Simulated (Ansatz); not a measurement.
## Screened interactions in TiNF (Pmmn)

Wanted: the parameters of a Hubbard-Kanamori model for TiNF (Pmmn).

Method: non-magnetic LDA, then constrained RPA, plane waves, PAW, in Ansatz 0.2.0.

### Step 1. The starting structure

It takes space group Pmmn (No. 59, orthorhombic). The conventional cell has a = 3.062 Å, b = 3.964 Å, c = 7.871 Å, α = 90.00°, β = 90.00°, γ = 90.00°. Ti has 4 N at 2.01 Å and 2 F at 2.04 Å nearest. N has 4 Ti at 2.01 Å nearest. Nearest to F lie 2 Ti at 2.04 Å. Farther neighbours and most contacts between anions are not listed.

The cell and positions are those that the Materials Project relaxed with its own functionals (PBE, PBE+U or r2SCAN), kept fixed. At the settings of the band run the largest force is still 0.79 eV/Å. The program's search for lower electronic states was switched off, so nothing shows that the state found is the lowest. The default PAW set here is soft_2. Its files were made with PBE.

### Step 2. LDA bands and orbital weights

This step: DFT, LDA, plane waves, PAW.

File input.yaml:

```yaml
crystal:
  lattice:
    - [0.0, -2.16516379, -2.16516379]
    - [-3.964387, 0.0, 0.0]
    - [0.0, 5.56551444, -5.56551444]
  atoms:
    - { symbol: Ti, position: [0.5, 0.0, 0.895914] }
    - { symbol: Ti, position: [0.0, 0.5, 0.104086] }
    - { symbol: "N", position: [0.5, 0.5, 0.939316] }
    - { symbol: "N", position: [0.0, 0.0, 0.060684] }
    - { symbol: F, position: [0.0, 0.0, 0.724624] }
    - { symbol: F, position: [0.5, 0.5, 0.275376] }
kpoints:
  mp_grid: { grid: [8, 6, 4] }
  band_path:
    path:
      - [[0.0, 0.0, 0.0], [0.5, 0.0, 0.0], [0.5, 0.5, 0.0], [0.0, 0.5, 0.0], [0.0, 0.0, 0.0], [0.0, 0.0, 0.5], [0.5, 0.0, 0.5], [0.5, 0.5, 0.5], [0.0, 0.5, 0.5], [0.0, 0.0, 0.5]]
      - [[0.5, 0.0, 0.0], [0.5, 0.0, 0.5]]
      - [[0.0, 0.5, 0.0], [0.0, 0.5, 0.5]]
      - [[0.5, 0.5, 0.0], [0.5, 0.5, 0.5]]
    npoints: 10
hamiltonian:
  xc: lda
scf:
  occupations: { method: gaussian, width: 0.08 }
  n_extra_bands: 24
  max_iter: 150
  lower_state_search: "off"
output:
  eigenvalues: true
  forces: true
  stress: true
  fatbands: true
  write_density: true
  write_potential: true
  elf: true
  volumetric_format: npy
```

The run is started by

```sh
ansatz run input.yaml --threads 4 --pin off --max-ram 9216MiB --backend cpu --events-out ev --progress --plain --runs-dir out
```

Numbers of over 12 decimals in the logs are rounded to 6 here.

What it wrote:

```text
scf.n_extra_bands = 24 over 24 filled bands (N_el = 48.0): the run solves 48 bands
Engine: ansatz 0.2.0, aarch64-unknown-linux-gnu
Pseudopotentials: kind: paw
Pseudopotential: Ti, paw, valence charge 12, recommended cutoff 420 eV (normal), Ti.paw.azcp
Pseudopotential: N, paw, valence charge 5, recommended cutoff 420 eV (normal), N.paw.azcp
Pseudopotential: F, paw, valence charge 7, recommended cutoff 420 eV (normal), F.paw.azcp
Functional definition: SPW92
  exchange = slater_x
  correlation = pw_c
Crystal: 6 atoms, lattice volume = 95.544 Å³
Basis set: ecut = 420 eV, 1869 PW (Γ)
Bands: 48, of which v1, the nominal top of the filled ones, is band 24 counted from 1 (23 counted from 0)
Symmetry: 8 space group operations
Space group: Pmmn (ITA 59), of the structure as read, at distance tolerance 4.6e-5 Å
k-points: 60 of 192
Non-local potential: Ti, projectors of the file, l = 0: 3, l = 1: 2, l = 2: 3, l = 3: 1
Non-local potential: N, projectors of the file, l = 0: 2, l = 1: 2, l = 2: 1
Non-local potential: F, projectors of the file, l = 0: 2, l = 1: 2, l = 2: 1
PAW form: soft (Blöchl's): semilocal exchange-correlation on the pseudo side does not see the compensation charge
PAW frozen core: Ti, regenerated for the run's functional, and the local potential with it (the file was generated under x = pbe(κ = 0.804, μ = 0.219515), c = pbe(β = 0.066725))
PAW frozen core: N, regenerated for the run's functional, and the local potential with it (the file was generated under x = pbe(κ = 0.804, μ = 0.219515), c = pbe(β = 0.066725))
PAW frozen core: F, regenerated for the run's functional, and the local potential with it (the file was generated under x = pbe(κ = 0.804, μ = 0.219515), c = pbe(β = 0.066725))
PAW one-centre angular grid: Ti, 590 points (default); XC on 64 Gauss nodes
PAW one-centre angular grid: N, 110 points (default); XC on 64 Gauss nodes
PAW one-centre angular grid: F, 110 points (default); XC on 64 Gauss nodes
Initial density: superposition of atomic densities (neutral atoms: chi_scale 0, normalization atom), corrected by the library's trained network
Initial wavefunctions: pseudopotential atomic-orbital guess
Functional: x = slater, c = lda
SCF iter   1: F=—  HF=-7243.905473 eV  |F-HF|=—  |Δ(HF+E_count)|=         —  Δρ=1.37e-2  dr2=1.39e-1  ethr=1.77e-3  ⟨swp⟩=6.0  Hψ=13476  notcnv=0  defer=398
preconditioner: auto → Resta (q_TF=auto, 2.433 Å⁻¹)  ε∞=2.7  [insulator: Δε(μ)=0.553 eV  Ē_g=16.682 eV  σ=0.080 eV  W_gap=1.00  n_scr=22 (ndim 8)  ℏωp=21.5 eV  f_vac=0.329  D(μ)=0.00/eV (n_scr^D=0)  ε∞_Penn≈2.7]
SCF iter   2: F=—  HF=-7243.879957 eV  |F-HF|=—  |Δ(HF+E_count)|=   2.55e-2  Δρ=7.86e-3  dr2=4.32e-2  ethr=2.91e-4  ⟨swp⟩=2.0  Hψ=4684  notcnv=0  defer=1067
SCF iter   3: F=—  HF=-7243.871866 eV  |F-HF|=—  |Δ(HF+E_count)|=   8.09e-3  Δρ=2.67e-3  dr2=6.40e-3  ethr=9.00e-5  ⟨swp⟩=2.0  Hψ=2904  notcnv=0  defer=1067
SCF iter   4: F=—  HF=-7243.871062 eV  |F-HF|=—  |Δ(HF+E_count)|=   8.04e-4  Δρ=1.70e-3  dr2=2.30e-3  ethr=1.33e-5  ⟨swp⟩=2.0  Hψ=2643  notcnv=0  defer=1067
SCF iter   5: F=—  HF=-7243.870657 eV  |F-HF|=—  |Δ(HF+E_count)|=   4.06e-4  Δρ=3.91e-4  dr2=1.02e-4  ethr=4.79e-6  ⟨swp⟩=2.1  Hψ=2592  notcnv=0  defer=1067
SCF iter   6: F=—  HF=-7243.870669 eV  |F-HF|=—  |Δ(HF+E_count)|=   1.28e-5  Δρ=7.13e-5  dr2=7.20e-6  ethr=2.12e-7  ⟨swp⟩=2.1  Hψ=2739  notcnv=0  defer=1067
SCF iter   7: F=—  HF=-7243.870683 eV  |F-HF|=—  |Δ(HF+E_count)|=   1.34e-5  Δρ=3.80e-5  dr2=1.28e-6  ethr=1.50e-8  ⟨swp⟩=2.1  Hψ=2694  notcnv=0  defer=1067
SCF iter   8: F=-7243.870683 eV  HF=-7243.870683 eV  |F-HF|=3.62e-8  |Δ(HF+E_count)|=   2.99e-7  Δρ=8.12e-6  dr2=6.91e-8  ethr=2.08e-10  ⟨swp⟩=16.9  Hψ=23612  notcnv=0
SCF 1 converged in 8 iterations: F = -7243.870683 eV  dr2 = 6.91e-8
  greatest PAW one-centre occupation: 0.999 electrons in one spin orbital (limit 2), on the Ti atom at site 1 (counted from 0), in its partial waves of l = 0
NSCF: frozen V_eff on 124 k-points
SCF converged after 8 iterations
Free energy (F): -7243.870683 eV
Harris-Foulkes:  -7243.870683 eV  (|F-HF|=3.62e-8)
Internal energy: -7243.870683 eV  (E = F + TS)
E sigma→0 (E₀):  -7243.870683 eV
Fermi energy:    4.503987 eV
--- Per-component energies (eV) ---
  E_band       = -673.219201
  E_kinetic    = 1211.123242
  E_local      = -6954.622382  (includes V_loc(G=0)·N_el)
  E_nonlocal   = 260.281974
  E_hartree    = 2958.253018
  E_xc         = -468.280568
  E_vxc        = -597.244670  (∫ρ·V_xc dr)
  E_paw        = -2603.627044  (= ΣΔE_a)
  E_vpaw       = -509.268165  (= ΣTr[D̂ρ^β])
  E_aug_tail   = 0.004441  (compensation charges beyond the density's cutoff)
  E_ewald      = -1648.041856
  E_core_change = 1.038492  (= ΣΔE_core)
  E_smearing   = -0.000000  (= −TS)
  E_closure    = 0.000000  (closes the sum)
  Σ components = -7243.870683   (vs F -7243.870683, Δ=0.00e0)
--- Forces (eV/Å), atoms counted from 1 ---
  atom   1  Ti     0.00000000     0.15213874    -0.15213874
  atom   2  Ti     0.00000000    -0.15213874     0.15213874
  atom   3  N      0.00000000     0.26305901    -0.26305901
  atom   4  N      0.00000000    -0.26305901     0.26305901
  atom   5  F      0.00000000     0.55863527    -0.55863527
  atom   6  F      0.00000000    -0.55863527     0.55863527
  max |Σ_I F_I| component: 2.22e-16 eV/Å
--- Stress (GPa, compression-positive) ---
       -7.672110       0.000000       0.000000
        0.000000      -8.207479      -1.087275
        0.000000      -1.087275      -8.207479
  P = ⅓ Tr σ = -8.0290 GPa (-80.290 kbar)
--- Band table (eV; the first three rows and the last of 60) ---
  k-point 0: bands = [... 20 lower, 1.5429, 1.5777, 2.9444, 4.1909, 4.8171, 5.5698, 5.7306, 6.0881, ... 20 higher]
  k-point 1: bands = [... 20 lower, 1.5254, 1.5601, 2.9437, 4.1909, 4.8171, 5.5691, 5.7197, 6.0880, ... 20 higher]
  k-point 2: bands = [... 20 lower, 1.4976, 1.5527, 2.9431, 4.1907, 4.8171, 5.5683, 5.7098, 6.0878, ... 20 higher]
  k-point 59: bands = [... 20 lower, 1.2726, 1.2726, 1.5033, 1.5033, 6.0684, 6.0684, 6.2145, 6.2145, ... 20 higher]
```

Run time: 10 s. Hardware: 4 threads of Arm Neoverse V2, shared host; peak memory 0.6 GiB; 37 s of CPU time.

This step gave:

- pressure: -8.029 GPa
- filled bands: 24
- gap: 0.6263 eV
- valence top at: Γ
- conduction bottom at: Γ
- least direct gap: 0.6262 eV

The gap is direct, at (0.000, 0.000, 0.250). The pressure of -8 GPa says that this functional would shrink the cell; it is kept.

Electronic bands along the path, in eV, zero at the Fermi level:

| point | band 21 | band 22 | band 23 | band 24 | band 25 | band 26 | band 27 | band 28 |
| --- | --- | --- | --- | --- | --- | --- | --- | --- |
| Γ | -2.96 | -2.93 | -1.56 | -0.31 | 0.31 | 1.07 | 1.23 | 1.58 |
| halfway | -3.02 | -2.48 | -1.75 | -1.73 | 1.06 | 1.44 | 1.56 | 1.69 |
| X | -3.28 | -3.28 | -1.87 | -1.87 | 1.50 | 1.50 | 1.68 | 1.68 |
| halfway | -3.82 | -3.82 | -1.80 | -1.80 | 0.99 | 0.99 | 1.70 | 1.70 |
| S | -3.24 | -3.24 | -3.00 | -3.00 | 1.57 | 1.57 | 1.71 | 1.71 |
| halfway | -3.49 | -3.49 | -2.51 | -2.51 | 1.18 | 1.18 | 1.87 | 1.87 |
| Y | -3.05 | -3.05 | -2.61 | -2.61 | 0.79 | 0.79 | 1.86 | 1.86 |
| halfway | -3.08 | -2.59 | -2.33 | -2.25 | 0.95 | 1.09 | 1.18 | 1.85 |
| Γ | -2.96 | -2.93 | -1.56 | -0.31 | 0.31 | 1.07 | 1.23 | 1.58 |
| halfway | -2.98 | -2.94 | -1.56 | -0.31 | 0.31 | 1.07 | 1.22 | 1.58 |
| Z | -3.01 | -2.95 | -1.56 | -0.31 | 0.31 | 1.06 | 1.21 | 1.58 |
| halfway | -3.03 | -2.46 | -1.77 | -1.73 | 1.06 | 1.45 | 1.56 | 1.70 |
| U | -3.28 | -3.28 | -1.87 | -1.87 | 1.50 | 1.50 | 1.68 | 1.68 |
| halfway | -3.82 | -3.82 | -1.80 | -1.80 | 0.99 | 0.99 | 1.70 | 1.70 |
| R | -3.23 | -3.23 | -3.00 | -3.00 | 1.56 | 1.56 | 1.71 | 1.71 |
| halfway | -3.50 | -3.50 | -2.51 | -2.51 | 1.18 | 1.18 | 1.88 | 1.88 |
| T | -3.05 | -3.05 | -2.59 | -2.59 | 0.79 | 0.79 | 1.86 | 1.86 |
| halfway | -3.07 | -2.62 | -2.33 | -2.25 | 0.95 | 1.09 | 1.18 | 1.85 |
| Z | -3.01 | -2.95 | -1.56 | -0.31 | 0.31 | 1.06 | 1.21 | 1.58 |
| jump to X | -3.28 | -3.28 | -1.87 | -1.87 | 1.50 | 1.50 | 1.68 | 1.68 |
| halfway | -3.28 | -3.28 | -1.87 | -1.87 | 1.50 | 1.50 | 1.68 | 1.68 |
| U | -3.28 | -3.28 | -1.87 | -1.87 | 1.50 | 1.50 | 1.68 | 1.68 |
| jump to Y | -3.05 | -3.05 | -2.61 | -2.61 | 0.79 | 0.79 | 1.86 | 1.86 |
| halfway | -3.05 | -3.05 | -2.60 | -2.60 | 0.79 | 0.79 | 1.86 | 1.86 |
| T | -3.05 | -3.05 | -2.59 | -2.59 | 0.79 | 0.79 | 1.86 | 1.86 |
| jump to S | -3.24 | -3.24 | -3.00 | -3.00 | 1.57 | 1.57 | 1.71 | 1.71 |

Of the projections kept (Ti 3d, N 2p, F 2p), the largest for each band there; the rest of the weight can lie on other orbitals:

| point | band 21 | band 22 | band 23 | band 24 | band 25 | band 26 | band 27 | band 28 |
| --- | --- | --- | --- | --- | --- | --- | --- | --- |
| Γ | N 2p 0.57 | N 2p 0.43 | N 2p 0.65 | N 2p 0.97 | Ti 3d 1.00 | Ti 3d 0.93 | Ti 3d 0.62 | Ti 3d 0.92 |
| X | N 2p 0.50 | N 2p 0.50 | N 2p 0.79 | N 2p 0.79 | Ti 3d 0.70 | Ti 3d 0.70 | Ti 3d 0.84 | Ti 3d 0.84 |
| S | N 2p 0.49 | N 2p 0.49 | N 2p 0.66 | N 2p 0.66 | Ti 3d 0.86 | Ti 3d 0.86 | Ti 3d 0.98 | Ti 3d 0.98 |
| Y | N 2p 0.54 | N 2p 0.54 | N 2p 0.45 | N 2p 0.45 | Ti 3d 0.91 | Ti 3d 0.91 | Ti 3d 0.93 | Ti 3d 0.93 |
| Γ | N 2p 0.57 | N 2p 0.43 | N 2p 0.65 | N 2p 0.97 | Ti 3d 1.00 | Ti 3d 0.93 | Ti 3d 0.62 | Ti 3d 0.92 |
| Z | N 2p 0.43 | N 2p 0.57 | N 2p 0.65 | N 2p 0.97 | Ti 3d 1.00 | Ti 3d 0.94 | Ti 3d 0.62 | Ti 3d 0.92 |

Valence density in the ac plane at fractional y = 0.000, with atoms of Ti and N and F within 0.2 Å of it. It is the smooth field of the valence electrons, not physical close to the nuclei.

Values in e/Å³, 24 rows by 16 columns, each cell a mean:
```
 1  1  1  1  1  1  3  4  4  4  3  1  1  1  1  1
 0  0  0  0  1  3  6  8  9  8  6  3  1  0  0  0
 0  0  0  0  1  4  7  9 10  9  7  4  1  0  0  0
 1  0  0  0  1  2  4  6  6  6  4  2  1  0  0  0
 3  2  1  1  1  1  1  1  2  1  1  1  1  1  1  2
 9  8  4  2  1  0  0  0  0  0  0  0  1  2  4  8
13 11  6  2  1  0  0  0  0  0  0  0  1  2  6 11
 7  5  3  1  0  0  0  0  0  0  0  0  0  1  3  5
 1  1  1  0  0  0  0  0  0  0  0  0  0  0  1  1
 0  0  0  0  0  0  0  0  0  0  0  0  0  0  0  0
 0  0  0  0  0  0  0  0  0  0  0  0  0  0  0  0
 0  0  0  0  0  0  0  0  0  0  0  0  0  0  0  0
 0  0  0  0  0  0  0  0  0  0  0  0  0  0  0  0
 0  0  0  0  0  0  0  0  0  0  0  0  0  0  0  0
 0  0  0  0  0  0  0  0  0  0  0  0  0  0  0  0
 0  0  0  0  0  0  0  0  0  0  0  0  0  0  0  0
 0  0  0  0  0  0  0  0  0  0  0  0  0  0  0  0
 0  0  0  0  0  0  0  0  0  0  0  0  0  0  0  0
 0  0  0  0  0  0  0  0  0  0  0  0  0  0  0  0
 1  0  0  0  0  0  0  0  0  0  0  0  0  0  0  0
 2  2  1  1  0  0  0  0  0  0  0  0  0  1  1  2
 4  3  3  1  1  0  0  0  0  0  0  0  1  1  3  3
 4  4  3  2  1  0  0  0  0  0  0  0  1  2  3  4
 3  3  2  1  1  1  1  1  1  1  1  1  1  1  2  3
```
Columns run along a (3.1 Å), rows up along c (7.9 Å). Atoms in or near the plane, at fractional coordinates: Ti at (0.50, 0.90), N at (0.00, 0.06), F at (0.00, 0.72).

Electrostatic potential energy in the ac plane at fractional y = 0.000, with atoms of Ti and N and F within 0.2 Å of it. With pseudopotentials it is smooth inside the atoms' cores, unlike the true potential.

Values in eV, 24 rows by 16 columns, each cell a mean:
```
 -5  -3  -1  -2  -9 -19 -27 -31 -32 -31 -27 -19  -9  -2  -1  -3
  4   3   1  -6 -19 -29 -34 -36 -37 -36 -34 -29 -19  -6   1   3
  5   4   1  -8 -21 -31 -35 -37 -38 -37 -35 -31 -21  -8   1   4
  4   4   2  -3 -13 -24 -30 -33 -34 -33 -30 -24 -13  -3   2   4
-19 -16  -8  -1  -3  -9 -16 -21 -22 -21 -16  -9  -3  -1  -8 -16
-41 -39 -32 -14   2   1   0  -3  -3  -3   0   1   2 -14 -32 -39
-43 -42 -36 -20   3   7   6   6   5   6   6   7   3 -20 -36 -42
-33 -30 -22  -4   8   8   9   8   8   8   9   8   8  -4 -22 -30
 -3  -1   5   9  10  10  10  10  10  10  10  10  10   9   5  -1
 11  10  10  11  11  11  11  11  11  11  11  11  11  11  10  10
 11  11  11  11  11  11  11  11  11  11  11  11  11  11  11  11
 11  11  11  11  11  11  11  11  11  11  11  11  11  11  11  11
 11  11  11  11  11  11  11  11  11  11  11  11  11  11  11  11
 11  11  11  11  11  11  11  11  11  11  11  11  11  11  11  11
 11  11  11  11  11  11  11  11  11  11  11  11  11  11  11  11
 10  10  10  11  11  11  11  11  11  11  11  11  11  11  10  10
 10  10  10  10  10  10  11  11  11  11  11  10  10  10  10  10
 10  10  10  10  10  10  10  11  10  11  10  10  10  10  10  10
  9   9  10  10  10  10  10  10  10  10  10  10  10  10  10   9
  5   6   7   8   9  10  10  10  10  10  10  10   9   8   7   6
-20 -16  -6   3   7   8   9   9   9   9   9   8   7   3  -6 -16
-43 -43 -37 -15   2   6   7   7   7   7   7   6   2 -15 -37 -43
-43 -43 -42 -20  -1   3   3   2   2   2   3   3  -1 -20 -42 -43
-39 -36 -26  -9  -1  -3  -7 -11 -13 -11  -7  -3  -1  -9 -26 -36
```
Columns run along a (3.1 Å; values clipped at the 3rd and 97th percentile), rows up along c (7.9 Å). Atoms in or near the plane, at fractional coordinates: Ti at (0.50, 0.90), N at (0.00, 0.06), F at (0.00, 0.72).

(Continued in part 2 of 2.)

[Paths, hosts, dates, memory and timing lines, banners, echoed tables and standing remarks are left out of the program output.]

[Logs are printed without paths, hosts, clocks, repeated set-up lines and the standing remarks that a program may print on its own settings, such as how far it seeks lower states.]

[Runs of the session that timed out or met a known fault of the program may be left out.]

[Hosts, paths, dates, database ids (printed as entryN), source tags and the programs' standing remarks are cut or masked in the printed files.]
